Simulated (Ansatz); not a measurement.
**A hypothetical structure for Ca3Ge**

Starting from a made-up structure for Ca3Ge, the aim is the relaxed cell, its shortest contacts and, where a second run follows, its electronic structure.

Main program and level: Ansatz 0.2.0; DFT, PBEsol, plane-wave PAW, files of the set soft_1, scalar-relativistic, no spin, cell and ions relaxed at zero pressure; PAW set soft_1.

## Step 1: The starting structure

It takes space group Pm-3m (No. 221, cubic). Conventional cell: a = 4.879 Å, b = 4.879 Å, c = 4.879 Å, α = 90.00°, β = 90.00°, γ = 90.00°. Nearest to Ge lie 12 Ca at 3.45 Å. Nearest to Ca lie 8 Ca at 3.45 Å and 4 Ge at 3.45 Å. Farther neighbours are not listed.

## Step 2: Relaxation of the guess

The guess takes its coordinates from another compound and its volume from a rule, so the cell and any free coordinates are relaxed together.

input.yaml

```yaml
crystal:
  lattice:
    - [4.879, 0.0, 0.0]
    - [0.0, 4.879, 0.0]
    - [0.0, 0.0, 4.879]
  atoms:
    - { symbol: Ge, position: [0.0, 0.0, 0.0] }
    - { symbol: Ca, position: [0.5, 0.5, 0.0] }
    - { symbol: Ca, position: [0.5, 0.0, 0.5] }
    - { symbol: Ca, position: [0.0, 0.5, 0.5] }
kpoints:
  mp_grid: { grid: [6, 6, 6] }
scf:
  occupations: { method: fermi_dirac, width: 0.05 }
hamiltonian:
  xc: pbesol
  pseudopotentials: { kind: paw, azcp: { folder: soft_1 }, xc_functional: pbe }
relax:
  f_tol: 0.015
  max_steps: 70
  cell: {}
output:
  forces: true
  stress: true
```

Launch:

```console
> ansatz run input.yaml --threads 4 --pin off --max-ram 8192MiB --backend cpu --events-out ev --progress --plain --runs-dir out
```

Numbers of over 12 decimals in the logs are rounded to 6 here.

The program printed:

```text
Engine: ansatz 0.2.0, aarch64-unknown-linux-gnu
Pseudopotentials: kind: paw
Pseudopotential: Ge, paw, valence charge 14, recommended cutoff 420 eV (normal), soft_1/Ge.paw.azcp
Pseudopotential: Ca, paw, valence charge 10, recommended cutoff 420 eV (normal), soft_1/Ca.paw.azcp
Functional definition: PBEsol
  exchange = pbesol_x
  correlation = pbesol_c
Crystal: 4 atoms, lattice volume = 116.143 Å³
Basis set: ecut = 420 eV, 2301 PW (Γ), exchange–correlation on 72×72×72 points (8 copies of the dense FFT grid, shifted against one another)
Bands: 27, of which v1, the nominal top of the filled ones, is band 22 counted from 1 (21 counted from 0)
Symmetry: 48 space group operations
Space group: Pm-3m (ITA 221), of the structure as read, at distance tolerance 4.9e-5 Å
k-points: 20 of 216
Non-local potential: Ge, projectors of the file, l = 0: 2, l = 1: 2, l = 2: 3, l = 3: 1
Non-local potential: Ca, projectors of the file, l = 0: 3, l = 1: 2, l = 2: 2
PAW form: soft (Blöchl's): semilocal exchange-correlation on the pseudo side does not see the compensation charge
PAW frozen core: Ge, regenerated for the run's functional, and the local potential with it (the file was generated under x = pbe(κ = 0.804, μ = 0.219515), c = pbe(β = 0.066725))
PAW frozen core: Ca, regenerated for the run's functional, and the local potential with it (the file was generated under x = pbe(κ = 0.804, μ = 0.219515), c = pbe(β = 0.066725))
PAW one-centre angular grid: Ge, 590 points (default); XC on 64 Gauss nodes
PAW one-centre angular grid: Ca, 110 points (default); XC on 64 Gauss nodes
Initial density: superposition of atomic densities (chi_scale 0.1, normalization cell, long waves kept (reshape's long-wave potential 0.01 eV rms))
Initial wavefunctions: pseudopotential atomic-orbital guess
Functional: x = pbesol(κ = 0.804, μ = 0.123457), c = pbesol(β = 0.046)
SCF iter   1: F=—  HF=-9637.901407 eV  |F-HF|=—  |Δ(HF+E_count)|=         —  Δρ=4.49e-2  dr2=6.38e0  ethr=3.10e-3  ⟨swp⟩=9.1  Hψ=2815  notcnv=0
preconditioner: auto → Kerker (q_TF=auto, 2.321 Å⁻¹)  [metal: Δε(μ)=0.092 eV  Ē_g=3.307 eV  σ=0.050 eV  W_gap=0.43  n_scr=26 (ndim 8)  ℏωp=10.9 eV  f_vac=0.000  D(μ)=2.01/eV (n_scr^D=6)]
SCF iter   2: F=—  HF=-9636.473257 eV  |F-HF|=—  |Δ(HF+E_count)|=    1.43e0  Δρ=2.15e-2  dr2=1.53e0  ethr=3.10e-3  ⟨swp⟩=2.8  Hψ=1040  notcnv=0
preconditioner: auto → Resta (q_TF=auto, 2.321 Å⁻¹)  ε∞=9.6  [insulator: Δε(μ)=0.118 eV  Ē_g=3.726 eV  σ=0.050 eV  W_gap=0.53  n_scr=26 (ndim 8)  ℏωp=10.9 eV  f_vac=0.000  D(μ)=1.33/eV (n_scr^D=6)  ε∞_Penn≈9.6]
SCF iter   3: F=—  HF=-9636.076945 eV  |F-HF|=—  |Δ(HF+E_count)|=   3.96e-1  Δρ=8.64e-3  dr2=1.24e-1  ethr=3.10e-3  ⟨swp⟩=2.5  Hψ=1076  notcnv=0
SCF iter   4: F=—  HF=-9636.046851 eV  |F-HF|=—  |Δ(HF+E_count)|=   3.01e-2  Δρ=3.43e-3  dr2=2.34e-2  ethr=2.82e-4  ⟨swp⟩=2.7  Hψ=1106  notcnv=0
SCF iter   5: F=—  HF=-9636.046057 eV  |F-HF|=—  |Δ(HF+E_count)|=   7.94e-4  Δρ=8.73e-4  dr2=1.59e-3  ethr=5.31e-5  ⟨swp⟩=2.0  Hψ=728  notcnv=0
SCF iter   6: F=—  HF=-9636.045562 eV  |F-HF|=—  |Δ(HF+E_count)|=   4.95e-4  Δρ=1.56e-4  dr2=4.07e-5  ethr=3.62e-6  ⟨swp⟩=2.0  Hψ=969  notcnv=0
SCF iter   7: F=—  HF=-9636.045571 eV  |F-HF|=—  |Δ(HF+E_count)|=   9.17e-6  Δρ=4.65e-5  dr2=4.79e-6  ethr=9.24e-8  ⟨swp⟩=2.0  Hψ=946  notcnv=0
SCF iter   8: F=—  HF=-9636.045565 eV  |F-HF|=—  |Δ(HF+E_count)|=   6.09e-6  Δρ=1.17e-5  dr2=3.09e-7  ethr=1.09e-8  ⟨swp⟩=2.0  Hψ=921  notcnv=0
SCF iter   9: F=-9636.045565 eV  HF=-9636.045565 eV  |F-HF|=8.86e-9  |Δ(HF+E_count)|=   8.08e-9  Δρ=2.02e-6  dr2=8.25e-9  ethr=2.27e-10  ⟨swp⟩=4.3  Hψ=1603  notcnv=0
SCF 1 converged in 9 iterations: F = -9636.045565 eV  dr2 = 8.25e-9
  greatest PAW one-centre occupation: 0.998 electrons in one spin orbital (limit 2), on the Ge atom at site 0 (counted from 0), in its partial waves of l = 2
relax step   1: F+E_penalty+E_count = -9636.04556529 eV  Δ(F+E_penalty+E_count) = +0.000e0 eV  max|allowed force component| = 1.225e-28 eV/Å  Δτ_max = 0.0000 Å  P = -1.500 GPa  Ω = 116.143 Å³  (9 SCF iters, dr2 threshold 1.00e-7 eV, accepted)
Crystal: 4 atoms, lattice volume = 111.629 Å³
Basis set: ecut = 420 eV, 2109 PW (Γ), exchange–correlation on 72×72×72 points (8 copies of the dense FFT grid, shifted against one another)
Initial density: handed on by an earlier stage of this run
Initial wavefunctions: those handed on with the density
iter 1 solved again at ethr=2.41e-5 eV; its pass at ethr=3.10e-3 eV (dr2=1.06e-2 eV) is discarded
SCF iter   1: F=—  HF=-9636.075279 eV  |F-HF|=—  |Δ(HF+E_count)|=         —  Δρ=1.76e-3  dr2=1.11e-2  ethr=2.41e-5  ⟨swp⟩=1.0  Hψ=2923  notcnv=0
preconditioner: auto → Kerker (q_TF=auto, 2.336 Å⁻¹)  [metal: Δε(μ)=0.114 eV  Ē_g=4.068 eV  σ=0.050 eV  W_gap=0.46  n_scr=26 (ndim 8)  ℏωp=11.1 eV  f_vac=0.000  D(μ)=0.82/eV (n_scr^D=0)]
SCF iter   2: F=—  HF=-9636.073270 eV  |F-HF|=—  |Δ(HF+E_count)|=   2.01e-3  Δρ=9.85e-4  dr2=3.35e-3  ethr=2.41e-5  ⟨swp⟩=2.0  Hψ=621  notcnv=0
preconditioner: auto → Resta (q_TF=auto, 2.336 Å⁻¹)  ε∞=8.4  [insulator: Δε(μ)=0.140 eV  Ē_g=4.086 eV  σ=0.050 eV  W_gap=0.57  n_scr=26 (ndim 8)  ℏωp=11.1 eV  f_vac=0.000  D(μ)=0.80/eV (n_scr^D=0)  ε∞_Penn≈8.4]
SCF iter   3: F=—  HF=-9636.072520 eV  |F-HF|=—  |Δ(HF+E_count)|=   7.50e-4  Δρ=3.41e-4  dr2=2.37e-4  ethr=7.62e-6  ⟨swp⟩=2.0  Hψ=922  notcnv=0
SCF iter   4: F=—  HF=-9636.072407 eV  |F-HF|=—  |Δ(HF+E_count)|=   1.13e-4  Δρ=1.41e-4  dr2=5.22e-5  ethr=5.39e-7  ⟨swp⟩=2.0  Hψ=922  notcnv=0
SCF iter   5: F=—  HF=-9636.072394 eV  |F-HF|=—  |Δ(HF+E_count)|=   1.31e-5  Δρ=2.64e-5  dr2=1.75e-6  ethr=1.19e-7  ⟨swp⟩=2.0  Hψ=642  notcnv=0
SCF iter   6: F=-9636.072393 eV  HF=-9636.072393 eV  |F-HF|=4.06e-8  |Δ(HF+E_count)|=   5.77e-7  Δρ=6.01e-6  dr2=5.06e-8  ethr=9.09e-10  ⟨swp⟩=4.1  Hψ=1792  notcnv=0
SCF 2 converged in 6 iterations: F = -9636.072393 eV  dr2 = 5.06e-8
relax step   2: F+E_penalty+E_count = -9636.07239321 eV  Δ(F+E_penalty+E_count) = -2.683e-2 eV  max|allowed force component| = 4.963e-30 eV/Å  Δτ_max = 0.0000 Å  P = -0.362 GPa  Ω = 111.629 Å³  energy of the carried Pulay correction = +7.604e-5 eV  (6 SCF iters, dr2 threshold 4.00e-7 eV, accepted)
Crystal: 4 atoms, lattice volume = 110.265 Å³
iter 1 solved again at ethr=2.03e-6 eV; its pass at ethr=3.10e-3 eV (dr2=8.92e-4 eV) is discarded
SCF iter   1: F=—  HF=-9636.074151 eV  |F-HF|=—  |Δ(HF+E_count)|=         —  Δρ=5.53e-4  dr2=1.08e-3  ethr=2.03e-6  ⟨swp⟩=2.0  Hψ=2929  notcnv=0
preconditioner: auto → Resta (q_TF=auto, 2.341 Å⁻¹)  ε∞=8.4  [insulator: Δε(μ)=0.155 eV  Ē_g=4.112 eV  σ=0.050 eV  W_gap=0.63  n_scr=26 (ndim 8)  ℏωp=11.2 eV  f_vac=0.000  D(μ)=0.82/eV (n_scr^D=0)  ε∞_Penn≈8.4]
SCF iter   2: F=—  HF=-9636.073918 eV  |F-HF|=—  |Δ(HF+E_count)|=   2.33e-4  Δρ=2.64e-4  dr2=1.97e-4  ethr=2.03e-6  ⟨swp⟩=2.0  Hψ=641  notcnv=0
SCF iter   3: F=—  HF=-9636.073864 eV  |F-HF|=—  |Δ(HF+E_count)|=   5.45e-5  Δρ=1.05e-4  dr2=2.02e-5  ethr=4.48e-7  ⟨swp⟩=2.0  Hψ=922  notcnv=0
SCF iter   4: F=—  HF=-9636.073858 eV  |F-HF|=—  |Δ(HF+E_count)|=   5.63e-6  Δρ=4.86e-5  dr2=4.94e-6  ethr=4.58e-8  ⟨swp⟩=2.0  Hψ=922  notcnv=0
SCF iter   5: F=-9636.073857 eV  HF=-9636.073857 eV  |F-HF|=8.21e-8  |Δ(HF+E_count)|=   7.37e-7  Δρ=9.62e-6  dr2=1.66e-7  ethr=7.46e-10  ⟨swp⟩=3.0  Hψ=1972  notcnv=0
SCF 3 converged in 5 iterations: F = -9636.073857 eV  dr2 = 1.66e-7
relax step   3: F+E_penalty+E_count = -9636.07385709 eV  Δ(F+E_penalty+E_count) = -1.464e-3 eV  max|allowed force component| = 5.703e-30 eV/Å  Δτ_max = 0.0000 Å  P = +0.028 GPa  Ω = 110.265 Å³  energy of the carried Pulay correction = +9.962e-5 eV  (5 SCF iters, dr2 threshold 3.28e-7 eV, accepted)
Initial wavefunctions: pseudopotential atomic-orbital guess (no wavefunctions were taken with the density)
iter 1 solved again at ethr=1.72e-7 eV; its pass at ethr=3.10e-3 eV (dr2=7.59e-5 eV) is discarded
SCF iter   1: F=—  HF=-9636.073762 eV  |F-HF|=—  |Δ(HF+E_count)|=         —  Δρ=1.42e-5  dr2=1.63e-7  ethr=1.72e-7  ⟨swp⟩=3.0  Hψ=4053  notcnv=0
preconditioner: auto → Resta (q_TF=auto, 2.341 Å⁻¹)  ε∞=8.4  [insulator: Δε(μ)=0.173 eV  Ē_g=4.123 eV  σ=0.050 eV  W_gap=0.69  n_scr=26 (ndim 8)  ℏωp=11.2 eV  f_vac=0.000  D(μ)=0.81/eV (n_scr^D=0)  ε∞_Penn≈8.4]
SCF iter   2: F=—  HF=-9636.073756 eV  |F-HF|=—  |Δ(HF+E_count)|=   5.81e-6  Δρ=9.01e-6  dr2=8.42e-8  ethr=3.71e-10  ⟨swp⟩=2.0  Hψ=984  notcnv=0
SCF iter   3: F=—  HF=-9636.073756 eV  |F-HF|=—  |Δ(HF+E_count)|=   6.33e-9  Δρ=4.39e-6  dr2=2.81e-8  ethr=1.91e-10  ⟨swp⟩=2.3  Hψ=760  notcnv=0
SCF iter   4: F=—  HF=-9636.073756 eV  |F-HF|=—  |Δ(HF+E_count)|=   4.21e-9  Δρ=8.01e-7  dr2=8.76e-10  ethr=6.39e-11  ⟨swp⟩=2.5  Hψ=758  notcnv=0
SCF iter   5: F=—  HF=-9636.073756 eV  |F-HF|=—  |Δ(HF+E_count)|=  9.28e-11  Δρ=2.10e-7  dr2=5.64e-11  ethr=1.99e-12  ⟨swp⟩=2.0  Hψ=921  notcnv=0
SCF iter   6: F=-9636.073756 eV  HF=-9636.073756 eV  |F-HF|=3.64e-12  |Δ(HF+E_count)|=  1.09e-11  Δρ=4.47e-8  dr2=2.20e-12  ethr=1.00e-12  ⟨swp⟩=4.0  Hψ=1755  notcnv=0
SCF 4 converged in 6 iterations: F = -9636.073756 eV  dr2 = 2.20e-12
relax step   4: F+E_penalty+E_count = -9636.07375593 eV  Δ(F+E_penalty+E_count) = +1.012e-4 eV  max|allowed force component| = 7.626e-30 eV/Å  Δτ_max = 0.0000 Å  P = +0.028 GPa  Ω = 110.265 Å³  stress off target by 2.83e-2 GPa  SCF on the basis re-selected at this cell (its energy is not comparable with the rows above)  (6 SCF iters)
basis re-selected at this cell: Δ(F+E_penalty+E_count) = +1.012e-4 eV, ΔP = +0.001 GPa vs the last step (what re-selecting the basis moved, of the pressure what is left beyond the Pulay correction that the steps carried, after the strain that the cell walked since its last selection, with what the two solves' SCF thresholds leave and, on support functions, any second-order correction that the steps lacked; it is no m [...]
SCF converged after 6 iterations
Free energy (F): -9636.073756 eV
Harris-Foulkes:  -9636.073756 eV  (|F-HF|=3.64e-12)
Internal energy: -9636.066364 eV  (E = F + TS)
E sigma→0 (E₀):  -9636.070060 eV
Entropy (-TS):   -0.007392 eV (-1.848 meV/atom)
Fermi energy:    7.639741 eV
--- Per-component energies (eV) ---
  E_band       = -567.588762
  E_kinetic    = 854.951878
  E_local      = -4449.923886  (includes V_loc(G=0)·N_el)
  E_nonlocal   = 492.516973
  E_hartree    = 1790.788019
  E_xc         = -450.044367
  E_vxc        = -538.095856  (∫ρ·V_xc dr)
  E_paw        = -4503.185242  (= ΣΔE_a)
  E_vpaw       = -508.613885  (= ΣTr[D̂ρ^β])
  E_aug_tail   = 0.000005  (compensation charges beyond the density's cutoff)
  E_ewald      = -3372.444065
  E_core_change = 1.274321  (= ΣΔE_core)
  E_smearing   = -0.007392  (= −TS)
  E_closure    = 0.000000  (closes the sum)
  Σ components = -9636.073756   (vs F -9636.073756, Δ=0.00e0)
--- Forces (eV/Å), atoms counted from 1 ---
  atom   1  Ge     0.00000000     0.00000000     0.00000000
  atom   2  Ca    -0.00000000    -0.00000000    -0.00000000
  atom   3  Ca     0.00000000     0.00000000    -0.00000000
  atom   4  Ca     0.00000000    -0.00000000    -0.00000000
  max |Σ_I F_I| component: 1.43e-29 eV/Å
--- Stress (GPa, compression-positive) ---
        0.028297      -0.000000      -0.000000
       -0.000000       0.028297      -0.000000
       -0.000000      -0.000000       0.028297
  P = ⅓ Tr σ = 0.0283 GPa (0.283 kbar)
--- Relaxed structure (3 steps of the walk, 3 accepted, 1 SCFs on fresh bases) ---
  F+E_penalty+E_count = -9636.07375593 eV   max|allowed force component| = 7.626e-30 eV/Å   (the final SCF, on the basis selected at the relaxed cell)
  cell:  # Å, volume = 110.2646 Å³
    - [4.795259, 0, 0]
    - [0, 4.795259, 0]
    - [0, 0, 4.795259]
  atoms:
    - { symbol: Ge, position: [0, 0, 0] }
    - { symbol: Ca, position: [0.5, 0.5, 0] }
    - { symbol: Ca, position: [0.5, 0, 0.5] }
    - { symbol: Ca, position: [0, 0.5, 0.5] }
```

The job ended after 3.9 s (4 threads of Arm Neoverse V1, shared host; peak memory 0.42 GiB).

Relaxation path:

| step | energy less that of the first step (eV) | largest force component (eV/Å) | pressure (GPa) | volume (Å³) |
| --- | --- | --- | --- | --- |
| 1 | 0.0000 | 0.0000 | -1.50 | 116.14 |
| 2 | -0.0268 | 0.0000 | -0.36 | 111.63 |
| 3 | -0.0283 | 0.0000 | 0.03 | 110.26 |
| 4* | -0.0282 | 0.0000 | 0.03 | 110.26 |

Relaxation steps marked * repeat the geometry before them on a plane-wave basis chosen anew for their cell, so energy and pressure can jump there.

Forces are held to the 48 operations that the run works with; a distortion that breaks them can't arise in this run.

| conventional cell, symmetrised | before | after | change |
| --- | --- | --- | --- |
| a (Å) | 4.879 | 4.795 | -1.7 % |
| b (Å) | 4.879 | 4.795 | -1.7 % |
| c (Å) | 4.879 | 4.795 | -1.7 % |
| volume (Å³/atom) | 29.04 | 27.57 | -5.1 % |

Final coordinates:

```cif
data_structure
_symmetry_space_group_name_H-M 'P 1'
_symmetry_Int_Tables_number 1
_cell_length_a 4.7953
_cell_length_b 4.7953
_cell_length_c 4.7953
_cell_angle_alpha 90.000
_cell_angle_beta 90.000
_cell_angle_gamma 90.000
_cell_volume 110.26
loop_
_atom_site_label
_atom_site_type_symbol
_atom_site_fract_x
_atom_site_fract_y
_atom_site_fract_z
_atom_site_occupancy
Ge1 Ge 0.00000 0.00000 0.00000 1
Ca2 Ca 0.50000 0.50000 0.00000 1
Ca3 Ca 0.50000 0.00000 0.50000 1
Ca4 Ca 0.00000 0.50000 0.50000 1
```

Numbers from this step:

```
free energy             : -9636.0738 eV
energy at zero smearing : -9636.0701 eV
smearing term TS        : 0.007392 eV
Fermi energy            : 7.640 eV
electrons               : 44
symmetry operations     : 48
pressure                : 0.02830 GPa
```

Shortest distances by pair of elements, guess and relaxed (not always the same contact):

| pair | guess (Å) | relaxed (Å) |
| --- | --- | --- |
| Ca–Ge | 3.450 | 3.391 |
| Ca–Ca | 3.450 | 3.391 |
| Ge–Ge | 4.879 | 4.795 |

The relaxation ends with a pressure of 0.03 GPa.

## Step 3: What came out

| Quantity | Value |
| --- | --- |
| space group, relaxed | Pm-3m |
| conventional cell | a = 4.795, b = 4.795, c = 4.795 Å; α = 90.0°, β = 90.0°, γ = 90.0° |
| volume per atom | 27.57 Å³ (guess 29.04) |

**Reading.** Ca3Ge relaxes to Pm-3m with a = 4.795, b = 4.795 and c = 4.795 Å. The guessed volume was 5 % too large. The space group Pm-3m was held in the relaxation, so the end point is a stationary structure within it and may be a saddle against distortions or other arrangements. Mesh and cutoff weren't tested. No dispersion term is used, so weakly bound directions may come out too long. Nothing here tests whether the compound is stable against decomposition.

[Logs are printed without paths, hosts, clocks, repeated set-up lines and the standing remarks that a program may print on its own settings, such as how far it seeks lower states.]

[Hosts, paths, dates, database ids (printed as entryN), source tags and the programs' standing remarks are cut or masked in the printed files.]
